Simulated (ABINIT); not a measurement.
**Beyond one shot: VBiO4 (Clinobisvanite)**

How far does self-consistency move the gap of VBiO4 (Clinobisvanite)?

Main program and level: ABINIT 10.8.3; LDA and many-body steps on it, plane waves.

**Experimental background.**

- Gap 2.38 eV: optical gap from linear extrapolation of the absorption edge; UV-visible absorption, Tauc-type extrapolation; powder (hydrothermally grown porous microspheres, annealed at 500 C) (“Fabrication and performance enhancement of an In2O3/BiVO4 heterojunction for N-butanol gas sensing applications”, 2024, pmc:11650617).

- Gap 2.27 eV: optical absorption edge, indirect Tauc analysis, light polarized along [-110] (tetragonal axes), perpendicular to principal axis; transmittance and reflectance spectroscopy, Tauc plot; 300 K; bulk crystal (Czochralski single crystal, (110)-oriented, 360 um thick) (“Role of the ferroelastic strain in the optical absorption of BiVO4”, 2020, arxiv:2004.10183).

- Gap 2.39 eV: optical absorption edge, indirect Tauc analysis, light polarized along [001] (tetragonal axes), parallel to principal axis; transmittance and reflectance spectroscopy, Tauc plot; 300 K; bulk crystal (Czochralski single crystal, (110)-oriented, 360 um thick) (“Role of the ferroelastic strain in the optical absorption of BiVO4”, 2020, arxiv:2004.10183).

This is a report of a sequence of runs, with most program output left out.

## 1. The structure

It takes space group C2/c (No. 15, monoclinic). The conventional cell has a = 7.247 Å, b = 11.697 Å, c = 5.090 Å, α = 90.00°, β = 134.22°, γ = 90.00°. Nearest to V lie 4 O at 1.69 to 1.77 Å. Nearest to Bi lie 8 O at 2.35 to 2.63 Å. Nearest to O lie 1 V at 1.77 Å and 2 Bi at 2.35 to 2.37 Å. Nearest to O lie 1 V at 1.69 Å and 2 Bi at 2.52 to 2.63 Å. Farther neighbours and most contacts between anions are not listed.

The cell and positions come from the Crystallography Open Database and are kept as given unless a step says otherwise. Spin-orbit coupling is left out unless a step names it.

## 2. Empty states on the mesh, 2×2×4 mesh, 157 bands

This step: ABINIT 10.8.3; DFT, LDA, plane waves, norm-conserving pseudopotentials.

The sums over transitions need many empty states on a uniform mesh; this step solves for them.

Input file run.abi:

```
acell 3*1.0 Angstrom
rprim 
  3.623583094700 -5.848600000000 -0.000000000000
  3.623583094700 5.848600000000 0.000000000000
  -3.550011012700 0.000000000000 3.647394391800
ntypat 3
znucl 23 83 8
natom 12
typat 1 1 2 2 3 3 3 3 3 3 3 3
xred 
  0.870000000000 0.130000000000 0.750000000000
  0.130000000000 0.870000000000 0.250000000000
  0.366500000000 0.633500000000 0.750000000000
  0.633500000000 0.366500000000 0.250000000000
  0.938300000000 0.354700000000 0.638800000000
  0.645300000000 0.061700000000 0.861200000000
  0.061700000000 0.645300000000 0.361200000000
  0.354700000000 0.938300000000 0.138800000000
  0.811300000000 0.709900000000 0.879600000000
  0.290100000000 0.188700000000 0.620400000000
  0.188700000000 0.290100000000 0.120400000000
  0.709900000000 0.811300000000 0.379600000000
pp_dirpath "pseudos"
pseudos "V.upf, Bi.upf, O.upf"
ecut 42
ngkpt 2 2 4
nshiftk 1
shiftk 0 0 0
kptopt 1
chksymbreak 0
iscf -2
irdden 1
istwfk *1
nband 157
nbdbuf 14
tolwfr 1e-09
nstep 60
prtvol 0
indata_prefix "in"
outdata_prefix "out"
tmpdata_prefix "tmp"
```

Run with:

```bash
> OMP_NUM_THREADS=1 mpirun -n 4 abinit run.abi > log
```

Run time: 5.2 min. Hardware: 4 MPI ranks of Arm Neoverse V1, shared host; peak memory 0.71 GiB; 21 min of CPU time.

This step gave:

| Quantity | Value |
| --- | --- |
| gap | 2.325 eV |
| k of the valence top | 0, 0, 0.25 |
| k of the conduction bottom | 0.5, 0, 0.5 |
| least direct gap | 2.381 eV |
| k points computed | 9 |
| lowest point of the top converged band, above the valence top | 32.57 eV |

On this mesh the gap is 2.325 eV.

The density comes from a self-consistent run that is not shown.

## 3. Screening, 2×2×4 mesh, 143 bands, screening to 89.8 eV

The RPA dielectric matrix is built and inverted for each q.

This step: RPA screening on LDA, plane waves, norm-conserving pseudopotentials.

Edit run.abi of step 2 so:

```diff
@@ -30,10 +30,11 @@
 chksymbreak 0
-iscf -2
-irdden 1
 istwfk *1
-nband 157
-nbdbuf 14
-tolwfr 1e-09
-nstep 60
-prtvol 0
+occopt 1
+irdwfk 1
+optdriver 3
+nband 143
+ecuteps 3.3
+inclvkb 2
+awtr 1
+symchi 1
 indata_prefix "in"
```

Elapsed: 5.5 min, on 4 MPI ranks; peak memory 4.1 GiB.

Numbers from this step:

```
ε∞ with local fields, on this mesh, along the program's q direction : 7.324
the same without local fields                                       : 8.434
plasma frequency                                                    : 32.72 eV
plane waves in the screening matrix                                 : 295
```

Local fields lower ε∞ by 13 %. On a Γ-centred mesh this coarse the value itself is usually too large, while a short band sum pulls it down.

## 4. G0W0

The self-energy is evaluated for the states that the input lists, and the levels follow from it, in one-shot runs by the linearised quasiparticle equation.

This step: G0W0 on LDA, plane waves, norm-conserving pseudopotentials.

Edit run.abi of step 3 so:

```diff
@@ -33,8 +33,21 @@
 irdwfk 1
-optdriver 3
+optdriver 4
 nband 143
+gwcalctyp 0
+ecutsigx 42
+symsigma 1
+nkptgw 4
+kptgw 
+  0.0000000000 0.0000000000 0.2500000000
+  0.5000000000 0.0000000000 0.5000000000
+  0.5000000000 0.0000000000 0.0000000000
+  0.0000000000 0.0000000000 0.0000000000
+bdgw 
+  59 62
+  59 62
+  59 62
+  59 62
 ecuteps 3.3
-inclvkb 2
-awtr 1
-symchi 1
+irdscr 1
+ppmodel 1
 indata_prefix "in"
```

Run time: 43 s. Hardware: 4 MPI ranks; peak memory 4 GiB.

This step gave:

* G0W0 gap on the mesh: 3.71 eV
* starting gap on the mesh: 2.325 eV
* k of the valence top: 0, 0, 0.25
* k of the conduction bottom: 0.5, 0, 0.5
* Z at the valence top: 0.781
* Z at the conduction bottom: 0.776
* least direct G0W0 gap on the computed points: 3.775 eV

The gap on the mesh goes from 2.32 eV to 3.71 eV, a correction of +1.39 eV.

## 5. evGW0, cycle 1

This step: evGW0 on LDA, plane waves, norm-conserving pseudopotentials.

Edit run.abi of step 4 so:

```diff
@@ -35,16 +35,26 @@
 nband 143
-gwcalctyp 0
+gwcalctyp 10
 ecutsigx 42
 symsigma 1
-nkptgw 4
+nkptgw 9
 kptgw 
+  0.0000000000 0.0000000000 0.0000000000
+  0.5000000000 0.0000000000 0.0000000000
+  0.5000000000 0.5000000000 0.0000000000
   0.0000000000 0.0000000000 0.2500000000
+  0.5000000000 0.0000000000 0.2500000000
+  0.5000000000 0.5000000000 0.2500000000
+  0.0000000000 0.0000000000 0.5000000000
   0.5000000000 0.0000000000 0.5000000000
-  0.5000000000 0.0000000000 0.0000000000
-  0.0000000000 0.0000000000 0.0000000000
+  0.5000000000 0.5000000000 0.5000000000
 bdgw 
-  59 62
-  59 62
-  59 62
-  59 62
+  35 72
+  35 72
+  35 72
+  35 72
+  35 72
+  35 72
+  35 72
+  35 72
+  35 72
 ecuteps 3.3
```

The job ended after 13 min (4 MPI ranks; peak memory 11 GiB).

Numbers from this step:

```yaml
quasiparticle_gap_on_the_mesh: 4.113 eV
gap_of_the_density_functional_on_the_mesh: 2.325 eV
k_of_the_valence_top: 0, 0, 0.25
k_of_the_conduction_bottom: 0.5, 0, 0.5
z_at_the_valence_top: 0.781
z_at_the_conduction_bottom: 0.776
least_direct_quasiparticle_gap_on_the_computed_points: 4.179 eV
```

Against G0W0 in ABINIT (2×2×4 mesh, 143 bands, screening to 89.8 eV, Godby-Needs plasmon pole), the gap moves by +0.403 eV. This first cycle still uses the starting levels; it takes the full correction, at all points of the mesh, and its linearised value is 3.710 eV.

## 6. evGW0, cycle 2

The corrected levels of the last cycle go back in.

Edit run.abi of step 5 so:

```diff
@@ -62,2 +62,3 @@
 ppmodel 1
+irdqps 1
 indata_prefix "in"
```

Run time: 13 min. Hardware: 4 MPI ranks; peak memory 11 GiB.

This step gave:

| Item | Value |
| --- | --- |
| quasiparticle gap on the mesh | 3.987 eV |
| gap of the density functional on the mesh | 2.325 eV |
| k of the valence top | 0, 0, 0.25 |
| k of the conduction bottom | 0.5, 0, 0.5 |
| least direct quasiparticle gap on the computed points | 4.057 eV |

Against the cycle before, the gap moves by −0.126 eV.

## 7. evGW0, cycle 3

run.abi is that of step 6.

Run time: 13 min. Hardware: 4 MPI ranks; peak memory 11 GiB.

This step gave:

```yaml
quasiparticle_gap_on_the_mesh: 3.989 eV
gap_of_the_density_functional_on_the_mesh: 2.325 eV
k_of_the_valence_top: 0, 0, 0.25
k_of_the_conduction_bottom: 0.5, 0, 0.5
least_direct_quasiparticle_gap_on_the_computed_points: 4.058 eV
```

Against the cycle before, the gap moves by +0.002 eV.

## 8. Screening, 2×2×4 mesh, 143 bands, screening to 89.8 eV

This step: RPA screening on LDA, plane waves, norm-conserving pseudopotentials.

Edit run.abi of step 7 so:

```diff
@@ -33,32 +33,13 @@
 irdwfk 1
-optdriver 4
+optdriver 3
 nband 143
+ecuteps 3.3
+inclvkb 2
+awtr 1
+symchi 1
 gwcalctyp 10
-ecutsigx 42
-symsigma 1
-nkptgw 9
-kptgw 
-  0.0000000000 0.0000000000 0.0000000000
-  0.5000000000 0.0000000000 0.0000000000
-  0.5000000000 0.5000000000 0.0000000000
-  0.0000000000 0.0000000000 0.2500000000
-  0.5000000000 0.0000000000 0.2500000000
-  0.5000000000 0.5000000000 0.2500000000
-  0.0000000000 0.0000000000 0.5000000000
-  0.5000000000 0.0000000000 0.5000000000
-  0.5000000000 0.5000000000 0.5000000000
-bdgw 
-  35 72
-  35 72
-  35 72
-  35 72
-  35 72
-  35 72
-  35 72
-  35 72
-  35 72
-ecuteps 3.3
-irdscr 1
-ppmodel 1
-irdqps 1
+mbpt_sciss 1.771 eV
+nqptdm 1
+qptdm 
+  0 0 0
 indata_prefix "in"
```

It took 3.8 min on 4 MPI ranks; peak memory 4.1 GiB; 15 min of CPU time.

This step gave:

```
ε∞ with local fields, on this mesh, along the program's q direction : 5.748
the same without local fields                                       : 6.470
plasma frequency                                                    : 32.72 eV
plane waves in the screening matrix                                 : 295
```

This screening uses the functional's bands under a rigid shift, the mean opening of the cycle before.

## 9. Screening, 2×2×4 mesh, 143 bands, screening to 89.8 eV

This step: RPA screening on LDA from quasiparticle energies, plane waves, norm-conserving pseudopotentials.

Edit run.abi of step 8 so:

```diff
@@ -39,7 +39,14 @@
 symchi 1
+irdqps 1
 gwcalctyp 10
-mbpt_sciss 1.771 eV
-nqptdm 1
+nqptdm 8
 qptdm 
-  0 0 0
+  0.5000000000 0.0000000000 0.0000000000
+  0.5000000000 0.5000000000 0.0000000000
+  0.0000000000 0.0000000000 0.2500000000
+  0.5000000000 0.0000000000 0.2500000000
+  0.5000000000 0.5000000000 0.2500000000
+  0.0000000000 0.0000000000 0.5000000000
+  0.5000000000 0.0000000000 0.5000000000
+  0.5000000000 0.5000000000 0.5000000000
 indata_prefix "in"
```

Input file mrgscr.stdin:

```
2
merged
q0_SCR
out_SCR
1
```

Run with:

```bash
> OMP_NUM_THREADS=1 mpirun -n 4 abinit run.abi > log; mrgscr < mrgscr.stdin
```

Wall time 1.8 min (4 MPI ranks); peak memory 4.1 GiB.

Numbers from this step:

* plasma frequency: 32.72 eV
* plane waves in the screening matrix: 295

This screening reads the quasiparticle levels of the cycle before.

## 10. evGW, cycle 1

This step: evGW on LDA, plane waves, norm-conserving pseudopotentials.

Edit run.abi of step 9 so:

```diff
@@ -33,12 +33,10 @@
 irdwfk 1
-optdriver 3
+optdriver 4
 nband 143
-ecuteps 3.3
-inclvkb 2
-awtr 1
-symchi 1
-irdqps 1
 gwcalctyp 10
-nqptdm 8
-qptdm 
+ecutsigx 42
+symsigma 1
+nkptgw 9
+kptgw 
+  0.0000000000 0.0000000000 0.0000000000
   0.5000000000 0.0000000000 0.0000000000
@@ -51,2 +49,16 @@
   0.5000000000 0.5000000000 0.5000000000
+bdgw 
+  35 72
+  35 72
+  35 72
+  35 72
+  35 72
+  35 72
+  35 72
+  35 72
+  35 72
+ecuteps 3.3
+irdscr 1
+ppmodel 1
+irdqps 1
 indata_prefix "in"
```

Run with:

```bash
> OMP_NUM_THREADS=1 mpirun -n 4 abinit run.abi > log
```

Wall time 13 min (4 MPI ranks); peak memory 11 GiB; 51 min of CPU time.

Numbers from this step:

| Property | Result |
| --- | --- |
| quasiparticle gap on the mesh | 4.321 eV |
| gap of the density functional on the mesh | 2.325 eV |
| k of the valence top | 0, 0, 0.25 |
| k of the conduction bottom | 0.5, 0, 0.5 |
| least direct quasiparticle gap on the computed points | 4.389 eV |

Against G0W0 in ABINIT (2×2×4 mesh, 143 bands, screening to 89.8 eV, Godby-Needs plasmon pole), the gap moves by +0.611 eV.

## 11. Screening, 2×2×4 mesh, 143 bands, screening to 89.8 eV

This step: RPA screening on LDA, plane waves, norm-conserving pseudopotentials.

Edit run.abi of step 10 so:

```diff
@@ -33,32 +33,13 @@
 irdwfk 1
-optdriver 4
+optdriver 3
 nband 143
+ecuteps 3.3
+inclvkb 2
+awtr 1
+symchi 1
 gwcalctyp 10
-ecutsigx 42
-symsigma 1
-nkptgw 9
-kptgw 
-  0.0000000000 0.0000000000 0.0000000000
-  0.5000000000 0.0000000000 0.0000000000
-  0.5000000000 0.5000000000 0.0000000000
-  0.0000000000 0.0000000000 0.2500000000
-  0.5000000000 0.0000000000 0.2500000000
-  0.5000000000 0.5000000000 0.2500000000
-  0.0000000000 0.0000000000 0.5000000000
-  0.5000000000 0.0000000000 0.5000000000
-  0.5000000000 0.5000000000 0.5000000000
-bdgw 
-  35 72
-  35 72
-  35 72
-  35 72
-  35 72
-  35 72
-  35 72
-  35 72
-  35 72
-ecuteps 3.3
-irdscr 1
-ppmodel 1
-irdqps 1
+mbpt_sciss 2.113 eV
+nqptdm 1
+qptdm 
+  0 0 0
 indata_prefix "in"
```

Elapsed: 3.7 min, on 4 MPI ranks; peak memory 4.1 GiB.

This step gave:

| Property | Result |
| --- | --- |
| ε∞ with local fields, on this mesh, along the program's q direction | 5.543 |
| the same without local fields | 6.219 |
| plasma frequency | 32.72 eV |
| plane waves in the screening matrix | 295 |

This screening uses the functional's bands under a rigid shift, the mean opening of the cycle before.

## 12. Screening, 2×2×4 mesh, 143 bands, screening to 89.8 eV

This step: RPA screening on LDA from quasiparticle energies, plane waves, norm-conserving pseudopotentials.

Edit run.abi of step 11 so:

```diff
@@ -39,7 +39,14 @@
 symchi 1
+irdqps 1
 gwcalctyp 10
-mbpt_sciss 2.113 eV
-nqptdm 1
+nqptdm 8
 qptdm 
-  0 0 0
+  0.5000000000 0.0000000000 0.0000000000
+  0.5000000000 0.5000000000 0.0000000000
+  0.0000000000 0.0000000000 0.2500000000
+  0.5000000000 0.0000000000 0.2500000000
+  0.5000000000 0.5000000000 0.2500000000
+  0.0000000000 0.0000000000 0.5000000000
+  0.5000000000 0.0000000000 0.5000000000
+  0.5000000000 0.5000000000 0.5000000000
 indata_prefix "in"
```

mrgscr.stdin is that of step 9.

Run with:

```bash
> OMP_NUM_THREADS=1 mpirun -n 4 abinit run.abi > log; mrgscr < mrgscr.stdin
```

It took 1.7 min on 4 MPI ranks; peak memory 4.1 GiB.

This step gave:

* plasma frequency: 32.72 eV
* plane waves in the screening matrix: 295

This screening reads the quasiparticle levels of the cycle before.

## 13. evGW, cycle 2

This step: evGW on LDA, plane waves, norm-conserving pseudopotentials.

Edit run.abi of step 12 so:

```diff
@@ -33,12 +33,10 @@
 irdwfk 1
-optdriver 3
+optdriver 4
 nband 143
-ecuteps 3.3
-inclvkb 2
-awtr 1
-symchi 1
-irdqps 1
 gwcalctyp 10
-nqptdm 8
-qptdm 
+ecutsigx 42
+symsigma 1
+nkptgw 9
+kptgw 
+  0.0000000000 0.0000000000 0.0000000000
   0.5000000000 0.0000000000 0.0000000000
@@ -51,2 +49,16 @@
   0.5000000000 0.5000000000 0.5000000000
+bdgw 
+  35 72
+  35 72
+  35 72
+  35 72
+  35 72
+  35 72
+  35 72
+  35 72
+  35 72
+ecuteps 3.3
+irdscr 1
+ppmodel 1
+irdqps 1
 indata_prefix "in"
```

Run with:

```bash
> OMP_NUM_THREADS=1 mpirun -n 4 abinit run.abi > log
```

Run time: 13 min. Hardware: 4 MPI ranks; peak memory 11 GiB; 51 min of CPU time.

This step gave:

* quasiparticle gap on the mesh: 4.364 eV
* gap of the density functional on the mesh: 2.325 eV
* k of the valence top: 0, 0, 0.25
* k of the conduction bottom: 0.5, 0, 0.5
* least direct quasiparticle gap on the computed points: 4.432 eV

Against the cycle before, the gap moves by +0.043 eV.

## 14. Screening, 2×2×4 mesh, 143 bands, screening to 89.8 eV

This step: RPA screening on LDA, plane waves, norm-conserving pseudopotentials.

Edit run.abi of step 13 so:

```diff
@@ -33,32 +33,13 @@
 irdwfk 1
-optdriver 4
+optdriver 3
 nband 143
+ecuteps 3.3
+inclvkb 2
+awtr 1
+symchi 1
 gwcalctyp 10
-ecutsigx 42
-symsigma 1
-nkptgw 9
-kptgw 
-  0.0000000000 0.0000000000 0.0000000000
-  0.5000000000 0.0000000000 0.0000000000
-  0.5000000000 0.5000000000 0.0000000000
-  0.0000000000 0.0000000000 0.2500000000
-  0.5000000000 0.0000000000 0.2500000000
-  0.5000000000 0.5000000000 0.2500000000
-  0.0000000000 0.0000000000 0.5000000000
-  0.5000000000 0.0000000000 0.5000000000
-  0.5000000000 0.5000000000 0.5000000000
-bdgw 
-  35 72
-  35 72
-  35 72
-  35 72
-  35 72
-  35 72
-  35 72
-  35 72
-  35 72
-ecuteps 3.3
-irdscr 1
-ppmodel 1
-irdqps 1
+mbpt_sciss 2.156 eV
+nqptdm 1
+qptdm 
+  0 0 0
 indata_prefix "in"
```

Run time: 3.7 min. Hardware: 4 MPI ranks; peak memory 4.1 GiB; 15 min of CPU time.

This step gave:

- ε∞ with local fields, on this mesh, along the program's q direction: 5.519
- the same without local fields: 6.189
- plasma frequency: 32.72 eV
- plane waves in the screening matrix: 295

This screening uses the functional's bands under a rigid shift, the mean opening of the cycle before.

[end of part 1 of 2]

[Paths, hosts, dates, memory and timing lines, banners, echoed tables and standing remarks are left out of the program output.]

[Logs are printed without paths, hosts, clocks, repeated set-up lines and the standing remarks that a program may print on its own settings, such as how far it seeks lower states.]

[Runs of the session that timed out or met a known fault of the program may be left out.]

[Hosts, paths, dates, database ids (printed as entryN), source tags and the programs' standing remarks are cut or masked in the printed files.]

[G0W0 gaps are taken among the corrected bands and points alone; a level outside them can change the order at an edge.]

[Where Ansatz stands beside ABINIT at settings called matched, ABINIT's density can come from a denser mesh and the files from another edition; pairs whose starting gaps differed by over 0.03 eV were left out, so agreement reads better than it is.]
